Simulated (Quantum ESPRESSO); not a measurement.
# CsPbCl3 (Pm-3m): zone-centre phonons

Which modes does CsPbCl3 (Pm-3m) have at the zone centre?

Main program and level: Quantum ESPRESSO 7.5; DFT LDA, scalar-relativistic, plane waves, PseudoDojo norm-conserving pseudopotentials.

## Step 1: Set-up

The structure is cubic, space group Pm-3m (No. 221). Conventional cell: a = 5.605 Å, b = 5.605 Å, c = 5.605 Å, α = 90.00°, β = 90.00°, γ = 90.00°. Nearest to Cs lie 12 Cl at 3.96 Å. Nearest to Pb lie 6 Cl at 2.80 Å. Nearest to Cl lie 2 Pb at 2.80 Å and 4 Cs at 3.96 Å. Farther neighbours and most contacts between anions are not listed.

As a file:

```cif
data_structure
_symmetry_space_group_name_H-M 'P 1'
_symmetry_Int_Tables_number 1
_cell_length_a 5.6050
_cell_length_b 5.6050
_cell_length_c 5.6050
_cell_angle_alpha 90.000
_cell_angle_beta 90.000
_cell_angle_gamma 90.000
_cell_volume 176.09
loop_
_atom_site_label
_atom_site_type_symbol
_atom_site_fract_x
_atom_site_fract_y
_atom_site_fract_z
_atom_site_occupancy
Cs1 Cs 0.00000 0.00000 0.00000 1
Pb2 Pb 0.50000 0.50000 0.50000 1
Cl3 Cl 0.50000 0.50000 0.00000 1
Cl4 Cl 0.00000 0.50000 0.50000 1
Cl5 Cl 0.50000 0.00000 0.50000 1
```

## Step 2: A first look

A cheap run with smearing and empty bands tells whether the crystal has a gap, which decides between fixed occupations and smearing later on.

Contents of probe.in:

```
&CONTROL
  calculation = 'scf'
  prefix      = 'x'
  outdir      = './tmp'
  pseudo_dir  = './pseudo'
  tprnfor     = .true.
  tstress     = .true.
  verbosity   = 'high'
/
&SYSTEM
  ibrav       = 1
  celldm(1)   = 10.59191493
  nat         = 5
  ntyp        = 3
  ecutwfc     = 62.0
  occupations = 'smearing'
  smearing    = 'gaussian'
  degauss     = 0.01
/
&ELECTRONS
  conv_thr         = 1.0d-07
  mixing_beta      = 0.7
  electron_maxstep = 100
/
ATOMIC_SPECIES
 Cs    132.9055  Cs.upf
 Pb    207.2000  Pb.upf
 Cl     35.4500  Cl.upf
ATOMIC_POSITIONS crystal
 Cs     0.000000000   0.000000000   0.000000000
 Pb     0.500000000   0.500000000   0.500000000
 Cl     0.500000000   0.500000000   0.000000000
 Cl     0.000000000   0.500000000   0.500000000
 Cl     0.500000000   0.000000000   0.500000000
K_POINTS automatic
 4 4 4 0 0 0
```

Started as:

```console
$ OMP_NUM_THREADS=1 mpirun -n 4 pw.x -nk 4 -in probe.in > probe.out
```

The program printed:

```text
[banners, grids, parts of the stress and lines that vanish by symmetry left out]
Program PWSCF v.7.5
     bravais-lattice index     =            1
     lattice parameter (alat)  =      10.5919  a.u.
[...]
kinetic-energy cutoff     =      62.0000  Ry
     charge density cutoff     =     248.0000  Ry
     scf convergence threshold =      1.0E-07
[...]
Exchange-correlation= SLA  PW   NOGX NOGC
                           (   1   4   0   0   0   0   0)
[...]
48 Sym. Ops., with inversion, found
[...]
(     0          1          0      )
                  (     0          0          1      )
[...]
(  0.0000000  1.0000000  0.0000000 )
                  (  0.0000000  0.0000000  1.0000000 )
[...]
(     0         -1          0      )
                  (     0          0          1      )
[...]
( -1.0000000  0.0000000  0.0000000 )
                  (  0.0000000  1.0000000  0.0000000 )
[...]
number of k points=    10  Gaussian smearing, width (Ry)=  0.0100
[...]
End of self-consistent calculation
[...]
the Fermi energy is     4.7480 ev
!    total energy              =    -286.33503887 Ry
[...]
convergence has been achieved in   7 iterations
[...]
atom    1 type  1   force =     0.00000000    0.00000000    0.00000000
     atom    2 type  2   force =     0.00000000    0.00000000    0.00000000
     atom    3 type  3   force =     0.00000000    0.00000000    0.00000000
     atom    4 type  3   force =     0.00000000    0.00000000    0.00000000
     atom    5 type  3   force =     0.00000000    0.00000000    0.00000000
[...]
Total force =     0.000000     Total SCF correction =     0.000000
[...]
total   stress  (Ry/bohr**3)                   (kbar)     P=      -11.05
[...]
XML data file, charge density, pseudopotentials, collected wavefunctions

   JOB DONE.
```

Wall time 15 s (4 MPI ranks of Intel Xeon at 2.70GHz, shared host); 58 s of CPU time.

This step gave:

```yaml
volume_per_atom: 35.22 Å³
pressure: -1.105 GPa
gap_on_the_k_mesh: 1.738 eV
```

A gap of 1.7 eV opens on this mesh, so the crystal is taken as an insulator; the start stands at -1.1 GPa.

## Step 3: Relaxation

The relaxation runs at a cutoff a fifth above that of the response, since stress converges more slowly with the basis than frequencies do. Forces and stress are brought to rest with tight thresholds.

Contents of relax.in:

```
&CONTROL
  calculation   = 'vc-relax'
  prefix        = 'x'
  outdir        = './tmp'
  pseudo_dir    = './pseudo'
  tprnfor       = .true.
  tstress       = .true.
  forc_conv_thr = 2.0d-05
  etot_conv_thr = 1.0d-07
  nstep         = 40
/
&SYSTEM
  ibrav       = 1
  celldm(1)   = 10.59191493
  nat         = 5
  ntyp        = 3
  ecutwfc     = 74
  occupations = 'fixed'
  nbnd        = 24
/
&ELECTRONS
  conv_thr         = 1.0d-11
  mixing_beta      = 0.7
  electron_maxstep = 100
/
&IONS
/
&CELL
  press_conv_thr = 0.2
/
ATOMIC_SPECIES
 Cs    132.9055  Cs.upf
 Pb    207.2000  Pb.upf
 Cl     35.4500  Cl.upf
ATOMIC_POSITIONS crystal
 Cs     0.000000000   0.000000000   0.000000000
 Pb     0.500000000   0.500000000   0.500000000
 Cl     0.500000000   0.500000000   0.000000000
 Cl     0.000000000   0.500000000   0.500000000
 Cl     0.500000000   0.000000000   0.500000000
K_POINTS automatic
 4 4 4 0 0 0
```

Started as:

```console
$ OMP_NUM_THREADS=1 mpirun -n 4 pw.x -nk 4 -in relax.in > relax.out
```

The program printed:

```text
[banners, grids, parts of the stress and lines that vanish by symmetry left out]
[banner, memory and clock lines left out]
Program PWSCF v.7.5

[...]
kinetic-energy cutoff     =      74.0000  Ry
     charge density cutoff     =     296.0000  Ry
     scf convergence threshold =      1.0E-11
[...]
energy convergence thresh.=      1.0E-07
     force convergence thresh. =      2.0E-05
     press convergence thresh. =      2.0E-01
     Exchange-correlation= SLA  PW   NOGX NOGC
                           (   1   4   0   0   0   0   0)
[...]
48 Sym. Ops., with inversion, found
[...]
number of k points=    10
[...]
End of self-consistent calculation
[...]
highest occupied, lowest unoccupied level (ev):     3.8483    5.5867
!    total energy              =    -286.33508798 Ry
[...]
convergence has been achieved in  10 iterations
[...]
atom    1 type  1   force =     0.00000000    0.00000000    0.00000000
     atom    2 type  2   force =     0.00000000    0.00000000    0.00000000
     atom    3 type  3   force =     0.00000000    0.00000000    0.00000000
     atom    4 type  3   force =     0.00000000    0.00000000    0.00000000
     atom    5 type  3   force =     0.00000000    0.00000000    0.00000000
     Total force =     0.000000     Total SCF correction =     0.000000
[...]
total   stress  (Ry/bohr**3)                   (kbar)     P=      -11.00
[...]
number of bfgs steps    =   0
[...]
CELL_PARAMETERS (alat= 10.59191493)
[...]
ATOMIC_POSITIONS (crystal)
Cs               0.0000000000        0.0000000000        0.0000000000
Pb               0.5000000000        0.5000000000        0.5000000000
Cl               0.5000000000        0.5000000000        0.0000000000
Cl               0.0000000000        0.5000000000        0.5000000000
[...]
New effective cutoffs (rho, wfc):  297.05   74.26
[...]
End of self-consistent calculation
[...]
highest occupied, lowest unoccupied level (ev):     3.9340    5.6478
!    total energy              =    -286.33555426 Ry
[...]
convergence has been achieved in   7 iterations
[...]
atom    1 type  1   force =     0.00000000    0.00000000    0.00000000
     atom    2 type  2   force =     0.00000000    0.00000000    0.00000000
     atom    3 type  3   force =     0.00000000    0.00000000    0.00000000
     atom    4 type  3   force =     0.00000000    0.00000000    0.00000000
     atom    5 type  3   force =     0.00000000    0.00000000    0.00000000
     Total force =     0.000000     Total SCF correction =     0.000000
[...]
total   stress  (Ry/bohr**3)                   (kbar)     P=       -9.62
[...]
number of bfgs steps    =   1
[...]
WARNING: bfgs curvature condition failed, Theta= 0.918
[...]
CELL_PARAMETERS (alat= 10.59191493)
[...]
ATOMIC_POSITIONS (crystal)
[...]
New effective cutoffs (rho, wfc):  298.73   74.68
[...]
End of self-consistent calculation
[...]
highest occupied, lowest unoccupied level (ev):     4.0640    5.7402
!    total energy              =    -286.33613177 Ry
[...]
convergence has been achieved in   9 iterations
[...]
atom    1 type  1   force =     0.00000000    0.00000000    0.00000000
     atom    2 type  2   force =     0.00000000    0.00000000    0.00000000
     atom    3 type  3   force =     0.00000000    0.00000000    0.00000000
[...]
CELL_PARAMETERS (alat= 10.59191493)
[...]
ATOMIC_POSITIONS (crystal)
[...]
New effective cutoffs (rho, wfc):  304.29   76.07
[...]
End of self-consistent calculation
[...]
highest occupied, lowest unoccupied level (ev):     4.5018    6.0480
!    total energy              =    -286.33694262 Ry
[...]
convergence has been achieved in   8 iterations
[...]
Total force =     0.000000     Total SCF correction =     0.000000
[...]
total   stress  (Ry/bohr**3)                   (kbar)     P=        0.22
[...]
number of bfgs steps    =   4
[...]
CELL_PARAMETERS (alat= 10.59191493)
[...]
ATOMIC_POSITIONS (crystal)
[...]
New effective cutoffs (rho, wfc):  304.13   76.03
[...]
End of self-consistent calculation
[...]
highest occupied, lowest unoccupied level (ev):     4.4894    6.0394
!    total energy              =    -286.33694326 Ry
[...]
convergence has been achieved in   7 iterations
[...]
Total force =     0.000000     Total SCF correction =     0.000000
[...]
total   stress  (Ry/bohr**3)                   (kbar)     P=       -0.01
[...]
number of bfgs steps    =   5
[...]
small trust_radius: resetting bfgs history
[...]
CELL_PARAMETERS (alat= 10.59191493)
[...]
ATOMIC_POSITIONS (crystal)
[...]
New effective cutoffs (rho, wfc):  304.13   76.03
[...]
End of self-consistent calculation
[...]
highest occupied, lowest unoccupied level (ev):     4.4894    6.0394
!    total energy              =    -286.33694326 Ry
[...]
convergence has been achieved in   3 iterations
[...]
atom    3 type  3   force =     0.00000000    0.00000000    0.00000000
     atom    4 type  3   force =     0.00000000    0.00000000    0.00000000
     atom    5 type  3   force =     0.00000000    0.00000000    0.00000000
     Total force =     0.000000     Total SCF correction =     0.000000
[...]
total   stress  (Ry/bohr**3)                   (kbar)     P=       -0.01
[...]
bfgs converged in   7 scf cycles and   6 bfgs steps
[...]
End of BFGS Geometry Optimization
     Final enthalpy           =    -286.3369432639 Ry
     File ./tmp/x.bfgs deleted, as requested
[...]
CELL_PARAMETERS (alat= 10.59191493)
[...]
ATOMIC_POSITIONS (crystal)
[...]
Cl               0.0000000000        0.5000000000        0.5000000000
Cl               0.5000000000        0.0000000000        0.5000000000
[...]
Final scf calculation at the relaxed structure.
[...]
kinetic-energy cutoff     =      74.0000  Ry
     charge density cutoff     =     296.0000  Ry
     scf convergence threshold =      1.0E-13
[...]
press convergence thresh. =      2.0E-01
     Exchange-correlation= SLA  PW   NOGX NOGC
                           (   1   4   0   0   0   0   0)
[...]
48 Sym. Ops., with inversion, found
[...]
number of k points=    10
[...]
c_bands:  1 eigenvalues not converged
     c_bands:  1 eigenvalues not converged
     c_bands:  1 eigenvalues not converged
[...]
End of self-consistent calculation
[...]
highest occupied, lowest unoccupied level (ev):     4.4894    6.0394
!    total energy              =    -286.33693846 Ry
[...]
convergence has been achieved in  13 iterations
[...]
atom    1 type  1   force =     0.00000000    0.00000000    0.00000000
     atom    2 type  2   force =     0.00000000    0.00000000    0.00000000
     atom    3 type  3   force =     0.00000000    0.00000000    0.00000000
     atom    4 type  3   force =     0.00000000    0.00000000    0.00000000
     atom    5 type  3   force =     0.00000000    0.00000000    0.00000000
     Total force =     0.000000     Total SCF correction =     0.000000
[...]
total   stress  (Ry/bohr**3)                   (kbar)     P=       -0.00
[...]
XML data file, charge density, pseudopotentials, collected wavefunctions
```

Run time: 2.2 min. Hardware: 4 MPI ranks; 8.7 min of CPU time.

Relaxation path:

```csv
step,energy less that of the first step (eV),largest force (eV/Å),pressure (GPa),volume (Å³)
1,0.0000,0.0000,-1.10,176.09
2,-0.0063,0.0000,-0.96,175.10
3,-0.0142,0.0000,-0.75,173.63
4,-0.0221,0.0000,-0.41,171.44
5,-0.0252,0.0000,0.02,168.89
6,-0.0252,0.0000,0.00,169.02
7,-0.0252,0.0000,0.00,169.02
8,-0.0252,0.0000,0.00,169.02
```

```csv
"conventional cell, symmetrised",before,after,change
a (Å),5.605,5.529,-1.4 %
b (Å),5.605,5.529,-1.4 %
c (Å),5.605,5.529,-1.4 %
volume (Å³/atom),35.22,33.80,-4.0 %
```

Final coordinates:

```xyz
5
Lattice="5.5290 0.0000 0.0000 0.0000 5.5290 0.0000 0.0000 0.0000 5.5290" Properties=species:S:1:pos:R:3 pbc="T T T"
Cs    0.0000    0.0000    0.0000
Pb    2.7645    2.7645    2.7645
Cl    2.7645    2.7645    0.0000
Cl    0.0000    2.7645    2.7645
Cl    2.7645    0.0000    2.7645
```

The last row of the table of steps is pw.x's closing run on a basis chosen anew for the final cell, so its energy can jump.

Numbers from this step:

| Item | Value |
| --- | --- |
| volume per atom | 33.80 Å³ |
| pressure | 0 GPa |
| gap on the k-mesh | 1.550 eV |

The volume changes by -4.0 % from the cell with which this run began.

## Step 4: Ground state

Perturbation theory inherits every error of the wavefunctions, so the threshold is set near the limit of the arithmetic. With a gap, occupations are fixed, which also allows the response to an electric field.

Contents of scf.in:

```
&CONTROL
  calculation = 'scf'
  prefix      = 'x'
  outdir      = './tmp'
  pseudo_dir  = './pseudo'
  tprnfor     = .true.
  tstress     = .true.
/
&SYSTEM
  ibrav       = 1
  celldm(1)   = 10.44827716
  nat         = 5
  ntyp        = 3
  ecutwfc     = 62.0
  occupations = 'fixed'
  nbnd        = 24
/
&ELECTRONS
  conv_thr         = 1.0d-12
  mixing_beta      = 0.7
  electron_maxstep = 100
/
ATOMIC_SPECIES
 Cs    132.9055  Cs.upf
 Pb    207.2000  Pb.upf
 Cl     35.4500  Cl.upf
ATOMIC_POSITIONS crystal
 Cs     0.000000000   0.000000000   0.000000000
 Pb     0.500000000   0.500000000   0.500000000
 Cl     0.500000000   0.500000000   0.000000000
 Cl     0.000000000   0.500000000   0.500000000
 Cl     0.500000000   0.000000000   0.500000000
K_POINTS automatic
 4 4 4 0 0 0
```

Started as:

```console
$ OMP_NUM_THREADS=1 mpirun -n 4 pw.x -nk 4 -in scf.in > scf.out
```

The program printed:

```text
[banners, grids, parts of the stress and lines that vanish by symmetry left out]
[banner, memory and clock lines left out]
Program PWSCF v.7.5

[...]
kinetic-energy cutoff     =      62.0000  Ry
     charge density cutoff     =     248.0000  Ry
     scf convergence threshold =      1.0E-12
[...]
Exchange-correlation= SLA  PW   NOGX NOGC
                           (   1   4   0   0   0   0   0)
[...]
48 Sym. Ops., with inversion, found
[...]
number of k points=    10
[...]
End of self-consistent calculation
[...]
highest occupied, lowest unoccupied level (ev):     4.4895    6.0394
!    total energy              =    -286.33688884 Ry
[...]
convergence has been achieved in  12 iterations
[...]
atom    1 type  1   force =     0.00000000    0.00000000    0.00000000
     atom    2 type  2   force =     0.00000000    0.00000000    0.00000000
     atom    3 type  3   force =     0.00000000    0.00000000    0.00000000
     atom    4 type  3   force =     0.00000000    0.00000000    0.00000000
     atom    5 type  3   force =     0.00000000    0.00000000    0.00000000
     Total force =     0.000000     Total SCF correction =     0.000000
[...]
total   stress  (Ry/bohr**3)                   (kbar)     P=       -0.06
[...]
XML data file, charge density, pseudopotentials, collected wavefunctions
```

Run time: 18 s. Hardware: 4 MPI ranks; 72 s of CPU time.

This step gave:

```yaml
pressure: -0.006000 GPa
```

The cell stands at -0.0060 GPa, close enough for phonons.

(Continued in part 2 of 3.)

[Host names and launcher messages were left out of these logs when they were recorded.]

[Logs are printed without paths, hosts, clocks, repeated set-up lines and the standing remarks that a program may print on its own settings, such as how far it seeks lower states.]

[Hosts, paths, dates, database ids (printed as entryN), source tags and the programs' standing remarks are cut or masked in the printed files.]
